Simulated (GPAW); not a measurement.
# MnGa7N8 (GaN32 Mn2 d4p50): which magnetic order is lowest, part 2 of 2

Aim: find out whether MnGa7N8 (GaN32 Mn2 d4p50) carries moments, and which collinear order costs least.

GPAW 26.7.0; PBE with U = 4 eV on Mn d; plane waves with GPAW's PAW setups, scalar-relativistic.

So far. Step 2 (Start 1: ferro ++): After 39 cycles the largest moment stands at 3.96 μB.

### Step 3. Order 2, typed as antiferro +-

Another pattern of signs weighs the neighbour shells otherwise.

Input file order2.py:

```python
import json
import numpy as np
from ase import Atoms
from ase.parallel import paropen, parprint
from gpaw import GPAW

atoms = Atoms(['Mn', 'N', 'Ga', 'N', 'Ga', 'N', 'Ga', 'N', 'Ga', 'N', 'Ga', 'N', 'Ga', 'N', 'Ga', 'N', 'Ga', 'N', 'Mn', 'N', 'Ga', 'N', 'Ga', 'N', 'Ga', 'N', 'Ga', 'N', 'Ga', 'N', 'Ga', 'N'],
    cell=[[6.378, 0.0, 0.0],
         [-3.189, 5.52351, 0.0],
         [0.0, 0.0, 10.37]],
    scaled_positions=[[0.0, 0.0, 0.0],
         [0.166667, 0.333333, 0.0615],
         [0.166667, 0.333333, 0.25],
         [0.0, 0.0, 0.3115],
         [0.0, 0.0, 0.5],
         [0.166667, 0.333333, 0.5615],
         [0.166667, 0.333333, 0.75],
         [0.0, 0.0, 0.8115],
         [0.0, 0.5, 0.0],
         [0.166667, 0.833333, 0.0615],
         [0.166667, 0.833333, 0.25],
         [0.0, 0.5, 0.3115],
         [0.0, 0.5, 0.5],
         [0.166667, 0.833333, 0.5615],
         [0.166667, 0.833333, 0.75],
         [0.0, 0.5, 0.8115],
         [0.5, 0.0, 0.0],
         [0.666667, 0.333333, 0.0615],
         [0.666667, 0.333333, 0.25],
         [0.5, 0.0, 0.3115],
         [0.5, 0.0, 0.5],
         [0.666667, 0.333333, 0.5615],
         [0.666667, 0.333333, 0.75],
         [0.5, 0.0, 0.8115],
         [0.5, 0.5, 0.0],
         [0.666667, 0.833333, 0.0615],
         [0.666667, 0.833333, 0.25],
         [0.5, 0.5, 0.3115],
         [0.5, 0.5, 0.5],
         [0.666667, 0.833333, 0.5615],
         [0.666667, 0.833333, 0.75],
         [0.5, 0.5, 0.8115]],
    pbc=True,
    magmoms=[4.5, 0.0, 0.0, 0.0, 0.0, 0.0, 0.0, 0.0, 0.0, 0.0, 0.0, 0.0, 0.0, 0.0, 0.0, 0.0, 0.0, 0.0, -4.5, 0.0, 0.0, 0.0, 0.0, 0.0, 0.0, 0.0, 0.0, 0.0, 0.0, 0.0, 0.0, 0.0])
atoms.calc = GPAW(mode={'name': 'pw', 'ecut': 600},
    xc='PBE',
    kpts={'size': (5, 5, 3), 'gamma': True},
    occupations={'name': 'fermi-dirac', 'width': 0.05},
    convergence={'density': 1e-05, 'energy': 1e-05},
    maxiter=200,
    mixer={'name': 'pulay', 'beta': 0.05, 'nmaxold': 6, 'weight': 50},
    setups={'Mn': ':d,4.0'},
    symmetry={'tolerance': 1e-4},
    txt='order2.txt')
e = atoms.get_potential_energy(force_consistent=True)
res = {'free_energy': e, 'energy_sigma0': atoms.get_potential_energy(), 'fermi_energy': atoms.calc.get_fermi_level()}
res['moments'] = atoms.get_magnetic_moments().tolist()
res['total'] = atoms.get_magnetic_moment()
parprint('site moments (muB):', np.round(res['moments'], 3))
parprint(f"total moment: {res['total']:.3f} muB")
parprint(f'free energy: {e:.6f} eV')
atoms.calc.write('order2.gpw')
with paropen('results.json', 'w') as f:
    json.dump(res, f)
```

Command:

```
$ OMP_NUM_THREADS=1 mpirun -n 4 gpaw python order2.py > order2.log
```

Output:

```text
site moments (muB): [ 3.932e+00 -5.100e-02 -5.000e-03  0.000e+00  0.000e+00  0.000e+00
  4.000e-03 -3.000e-03  7.000e-03 -5.100e-02 -5.000e-03  5.100e-02
 -7.000e-03  0.000e+00  4.000e-03 -2.000e-03  7.000e-03 -2.000e-03
 -3.941e+00  5.100e-02 -7.000e-03  3.000e-03  0.000e+00 -2.000e-03
  7.000e-03 -5.100e-02 -5.000e-03  5.100e-02 -7.000e-03  0.000e+00
  4.000e-03 -2.000e-03]
total moment: -0.029 muB
free energy: -197.895091 eV

--- order2.txt ---
Input parameters:
  mode=PW(ecut=600),
  convergence={'density': 1e-05, 'energy': 1e-05},
  kpts=MonkhorstPack(size=(5, 5, 3), gamma=True),
  maxiter=200,
  mixer=Pulay(name='pulay', nmaxold=6, beta=0.05, weight=50, sigma=0.015, g_ss=None),
  occupations=Occupations(name='fermi-dirac', width=0.05),
  setups={'Mn': ':d,4.0'},
  symmetry=Symmetry(tolerance=0.0001),
  xc=XC(name='PBE')

Diagonalizing LCAO Hamiltonian
Converting LCAO to pw mode

          Ga      Ga
         N       N
           NGa     NGa
          N       N
            N       N
         Ga      Ga
           Ga      Ga
         NGa     NGa
            Ga      Mn
          NN      NN

         Ga N    Ga N
           Mn      Ga

Atoms  # Å, Bohr magnetons
|    | symbol |         x |        y |        z |    initial magnetic moments |
|----|--------|-----------|----------|----------|-----------------------------|
|  0 |     Mn |  0.000000 | 0.000000 | 0.000000 | ( 0.0000,  0.0000,  4.5000) |
|  1 |      N |  0.000003 | 1.841168 | 0.637755 | ( 0.0000,  0.0000,  0.0000) |
|  2 |     Ga |  0.000003 | 1.841168 | 2.592500 | ( 0.0000,  0.0000,  0.0000) |
|  3 |      N |  0.000000 | 0.000000 | 3.230255 | ( 0.0000,  0.0000,  0.0000) |
|  4 |     Ga |  0.000000 | 0.000000 | 5.185000 | ( 0.0000,  0.0000,  0.0000) |
|  5 |      N |  0.000003 | 1.841168 | 5.822755 | ( 0.0000,  0.0000,  0.0000) |
|  6 |     Ga |  0.000003 | 1.841168 | 7.777500 | ( 0.0000,  0.0000,  0.0000) |
|  7 |      N |  0.000000 | 0.000000 | 8.415255 | ( 0.0000,  0.0000,  0.0000) |
|  8 |     Ga | -1.594500 | 2.761755 | 0.000000 | ( 0.0000,  0.0000,  0.0000) |
|  9 |      N | -1.594497 | 4.602923 | 0.637755 | ( 0.0000,  0.0000,  0.0000) |
| 10 |     Ga | -1.594497 | 4.602923 | 2.592500 | ( 0.0000,  0.0000,  0.0000) |
| 11 |      N | -1.594500 | 2.761755 | 3.230255 | ( 0.0000,  0.0000,  0.0000) |
| 12 |     Ga | -1.594500 | 2.761755 | 5.185000 | ( 0.0000,  0.0000,  0.0000) |
| 13 |      N | -1.594497 | 4.602923 | 5.822755 | ( 0.0000,  0.0000,  0.0000) |
| 14 |     Ga | -1.594497 | 4.602923 | 7.777500 | ( 0.0000,  0.0000,  0.0000) |
| 15 |      N | -1.594500 | 2.761755 | 8.415255 | ( 0.0000,  0.0000,  0.0000) |
| 16 |     Ga |  3.189000 | 0.000000 | 0.000000 | ( 0.0000,  0.0000,  0.0000) |
| 17 |      N |  3.189003 | 1.841168 | 0.637755 | ( 0.0000,  0.0000,  0.0000) |
| 18 |     Mn |  3.189003 | 1.841168 | 2.592500 | ( 0.0000,  0.0000, -4.5000) |
| 19 |      N |  3.189000 | 0.000000 | 3.230255 | ( 0.0000,  0.0000,  0.0000) |
| 20 |     Ga |  3.189000 | 0.000000 | 5.185000 | ( 0.0000,  0.0000,  0.0000) |
| 21 |      N |  3.189003 | 1.841168 | 5.822755 | ( 0.0000,  0.0000,  0.0000) |
| 22 |     Ga |  3.189003 | 1.841168 | 7.777500 | ( 0.0000,  0.0000,  0.0000) |
| 23 |      N |  3.189000 | 0.000000 | 8.415255 | ( 0.0000,  0.0000,  0.0000) |
| 24 |     Ga |  1.594500 | 2.761755 | 0.000000 | ( 0.0000,  0.0000,  0.0000) |
| 25 |      N |  1.594503 | 4.602923 | 0.637755 | ( 0.0000,  0.0000,  0.0000) |
| 26 |     Ga |  1.594503 | 4.602923 | 2.592500 | ( 0.0000,  0.0000,  0.0000) |
| 27 |      N |  1.594500 | 2.761755 | 3.230255 | ( 0.0000,  0.0000,  0.0000) |
| 28 |     Ga |  1.594500 | 2.761755 | 5.185000 | ( 0.0000,  0.0000,  0.0000) |
| 29 |      N |  1.594503 | 4.602923 | 5.822755 | ( 0.0000,  0.0000,  0.0000) |
| 30 |     Ga |  1.594503 | 4.602923 | 7.777500 | ( 0.0000,  0.0000,  0.0000) |
| 31 |      N |  1.594500 | 2.761755 | 8.415255 | ( 0.0000,  0.0000,  0.0000) |

Unit cell  # Å
| periodic |         x |        y |         z |   lengths |     angles |
|----------|-----------|----------|-----------|-----------|------------|
|      yes |  6.378000 | 0.000000 |  0.000000 |  6.378000 |  90.000000 |
|      yes | -3.189000 | 5.523510 |  0.000000 |  6.378000 |  90.000000 |
|      yes |  0.000000 | 0.000000 | 10.370000 | 10.370000 | 120.000000 |

Number of symmetries: 6

BZ-sampling:
  Number of BZ points: 75
  Number of IBZ points: 12

  Monkhorst-Pack size: [5, 5, 3]
  Monkhorst-Pack shift: [0, 0, 0]

Plane wave coefficients: 12263
Cutoff: 600.0 eV

Spin-components: 2 (collinear spins)
Bands:           96
Projectors:      162
Spin-degeneracy: 1
Datatype:        complex128

Parallelization:
  kpt:    4
  domain: 1
  band:   1

Density:
  Valence electrons: 152.0
  Components: 2
  Grid points: [40 40 60]
  Charge: 0.0  # |e|

Potential:
  Grid points: [40 40 60]

[... setups left out ...]
Reference energy: -827121.121619  # eV

eigensolver:
  PPCG
  Converge bands: occupied
  niter=2

density mixing:
  Pulay-Mixer
  Linear mixing parameters: 0.05
  Old densities: 6
  Fourier metric: weight=50, sigma=0.015

occupation numbers:
  Fermi-Dirac:
    width: 0.0500  # eV

poisson solver:
  ecut: 4800.0  # eV

xc functional:
  name: PBE with 2 nearest neighbor stencil

convergence criteria:
- Maximum integral of absolute [dens]ity change: 1e-05 electrons / valence electron
- Maximum [total energy] change in last 3 cyles: 1e-05 eV / valence electron
- Maximum integral of absolute [eigenst]ate change: 4e-08 eV^2 / valence electron
maximum number of iterations: 200

SCF iterations
|iter     |      energy | eigst |  dens |  magmom |
|---------|-------------|-------|-------|---------|
|iter:   1|       0s | -225.057150 | +0.18 |       |  +0.0000|
|iter:   2|      11s | -217.654793 | -0.97 | -0.63 |  -0.0006|
|iter:   3|      22s | -197.702976 | +0.39 | -0.68 |  -0.0119|
|iter:   4|      33s | -197.961471 | -1.00 | -1.14 |  -0.0076|
|iter:   5|      44s | -197.914883 | -1.72 | -1.19 |  -0.0120|
|iter:   6|      55s | -197.868768 | -1.41 | -1.30 |  -0.0185|
|iter:   7|      66s | -197.883054 | -1.67 | -1.44 |  -0.0159|
|iter:   8|      77s | -197.863783 | -2.53 | -1.88 |  -0.0176|
|iter:   9|      90s | -197.871074 | -2.50 | -2.27 |  -0.0195|
|iter:  10|     100s | -197.864209 | -3.27 | -2.29 |  -0.0200|
[... 11 iterations left out ...]
|iter:  22|     240s | -197.872869c| -6.63 | -3.85 |  -0.0289|
|iter:  23|     252s | -197.872969c| -6.52 | -3.90 |  -0.0291|
|iter:  24|     263s | -197.872981c| -7.40c| -4.01 |  -0.0291|
|iter:  25|     275s | -197.873010c| -7.12 | -4.04 |  -0.0291|
|iter:  26|     281s | -197.873009c| -7.71c| -4.21 |  -0.0291|
|iter:  27|     287s | -197.873011c| -7.50c| -4.27 |  -0.0291|
|iter:  28|     293s | -197.873023c| -7.47c| -4.40 |  -0.0291|
|iter:  29|     304s | -197.873059c| -7.30 | -4.50 |  -0.0292|
|iter:  30|     311s | -197.873061c| -8.01c| -4.83 |  -0.0292|
|iter:  31|     318s | -197.873065c| -8.25c| -5.00c|  -0.0292|

Converged in 31 steps
Energy contributions relative to reference atoms: (reference = -827121.121619)

Energy contributions:
  Kinetic:         526.989810
  Coulomb:        -457.376013
  Zero:              0.947661
  External:          0.000000
  Xc:             -268.412498
  Entropy:          -0.044051
  Spinorbit:         0.000000
  ----------------------------
  Free energy:    -197.895091
  Extrapolated:   -197.873065

dipole moment: (-79.743988, -99.469128, -114.175230)  # |e|*Ang

Total magnetic moment: (0.000000, 0.000000, -0.029195)

Local magnetic moments
|        x |        y |         z |
|----------|----------|-----------|
| 0.000000 | 0.000000 |  3.931864 |  # Mn   0
| 0.000000 | 0.000000 | -0.050753 |  # N    1
| 0.000000 | 0.000000 | -0.004592 |  # Ga   2
| 0.000000 | 0.000000 |  0.000274 |  # N    3
| 0.000000 | 0.000000 |  0.000125 |  # Ga   4
| 0.000000 | 0.000000 |  0.000167 |  # N    5
| 0.000000 | 0.000000 |  0.003982 |  # Ga   6
| 0.000000 | 0.000000 | -0.002853 |  # N    7
| 0.000000 | 0.000000 |  0.007392 |  # Ga   8
| 0.000000 | 0.000000 | -0.050753 |  # N    9
| 0.000000 | 0.000000 | -0.004592 |  # Ga  10
| 0.000000 | 0.000000 |  0.050745 |  # N   11
[...]
| 0.000000 | 0.000000 |  0.007392 |  # Ga  24
| 0.000000 | 0.000000 | -0.050753 |  # N   25
| 0.000000 | 0.000000 | -0.004592 |  # Ga  26
| 0.000000 | 0.000000 |  0.050745 |  # N   27
| 0.000000 | 0.000000 | -0.006953 |  # Ga  28
| 0.000000 | 0.000000 |  0.000167 |  # N   29
| 0.000000 | 0.000000 |  0.003982 |  # Ga  30
| 0.000000 | 0.000000 | -0.002151 |  # N   31

Fermi level: 7.177
Eigenvalues  # (at kpt = [0.000, 0.000, 0.000])
| band index |      eig [eV] | occ [0-1] |      eig [eV] | occ [0-1] |
|------------|---------------|-----------|---------------|-----------|
|          0 |       -73.567 |     1.000 |       -73.545 |     1.000 |
|        ... |               |           |               |           |
|         67 |         5.650 |     1.000 |         5.528 |     1.000 |
|         68 |         5.650 |     1.000 |         5.528 |     1.000 |
|         69 |         5.719 |     1.000 |         5.594 |     1.000 |
|         70 |         5.799 |     1.000 |         5.894 |     1.000 |
|         71 |         5.799 |     1.000 |         5.894 |     1.000 |
|         72 |         6.247 |     1.000 |         6.218 |     1.000 |
|         73 |         6.247 |     1.000 |         6.218 |     1.000 |
|         74 |         6.996 |     0.974 |         7.019 |     0.959 |
|         75 |         7.668 |     0.000 |         7.649 |     0.000 |
|         76 |         7.668 |     0.000 |         7.649 |     0.000 |
|         77 |         8.598 |     0.000 |         8.596 |     0.000 |
|         78 |        10.507 |     0.000 |        10.536 |     0.000 |
|         79 |        10.508 |     0.000 |        10.536 |     0.000 |
|         80 |        10.590 |     0.000 |        10.645 |     0.000 |
|         81 |        10.771 |     0.000 |        10.786 |     0.000 |
|         82 |        10.772 |     0.000 |        10.786 |     0.000 |
|        ... |               |           |               |           |
|         95 |        12.563 |     0.000 |        12.530 |     0.000 |

No gap
No difference between direct/indirect transitions
```

Elapsed: 5.8 min, on 4 MPI ranks of Intel Xeon 6975P-C (Granite Rapids), shared host; peak memory 2.4 GiB; 23 min of CPU time.

Spin moment in the augmentation sphere by element, in μB:

```csv
element,atoms,mean,spread (r.m.s.),least,largest
Mn,2,0.00,3.94,-3.94,3.93
N,16,0.00,0.03,-0.05,0.05
Ga,14,0.00,0.01,-0.01,0.01
```

The atoms farthest from the mean of their element:

```csv
atom,"x, y, z (Å)",spin moment in the augmentation sphere (μB)
Mn1,"0.00, 0.00, 0.00",3.93
Mn19,"3.19, 1.84, 2.59",-3.94
N20,"3.19, 0.00, 3.23",0.05
N12,"-1.59, 2.76, 3.23",0.05
N28,"1.59, 2.76, 3.23",0.05
N26,"1.59, 4.60, 0.64",-0.05
N10,"-1.59, 4.60, 0.64",-0.05
N2,"0.00, 1.84, 0.64",-0.05
```

Numbers from this step:

| Quantity | Value |
| --- | --- |
| magnetization | -0.02919 μB |
| final state | antiferromagnetic |

It lies 17.6 meV a seeded atom over the first start, and its largest moment is 3.94 μB against 3.96 μB.

### Step 4. Energies of the orders

These are free energies at a smearing of 0.05 eV, so its entropy term is in the differences. They are divided by the number of seeded atoms, so that cells of unlike size compare.

Orders:

```csv
start,final state,typed order kept,energy over the lowest (meV a seeded atom),largest site moment (μB),net moment (μB a primitive cell),mesh matched,CPU time (s)
ferro ++,ferromagnetic,yes,0,3.958,8,yes,1906
antiferro +-,antiferromagnetic,yes,17.55,3.941,0.02919,yes,1381
```

### Step 5. What came out

```yaml
lowest_state_found: ferromagnetic (typed ferro ++)
largest_site_moment: 3.96 μB
next_state: antiferromagnetic, 17.6 meV a seeded atom higher
```

The lowest state found is ferromagnetic, reached from the start ferro ++, with moments up to 3.96 μB. The next state costs 18 meV a seeded atom. Only 2 starts are shown; other collinear patterns, canted and longer-period orders are not.

[Logs and program files are shortened in this print: banners, set-up blocks, solver, clock and traceback lines can be left out without a mark of their own.]

[Logs are printed without paths, hosts, clocks, repeated set-up lines and the standing remarks that a program may print on its own settings, such as how far it seeks lower states.]

[Hosts, paths, dates, database ids (printed as entryN), source tags and the programs' standing remarks are cut or masked in the printed files.]

[Where a cell is said to come from a database of computed structures, the database is the Materials Project.]
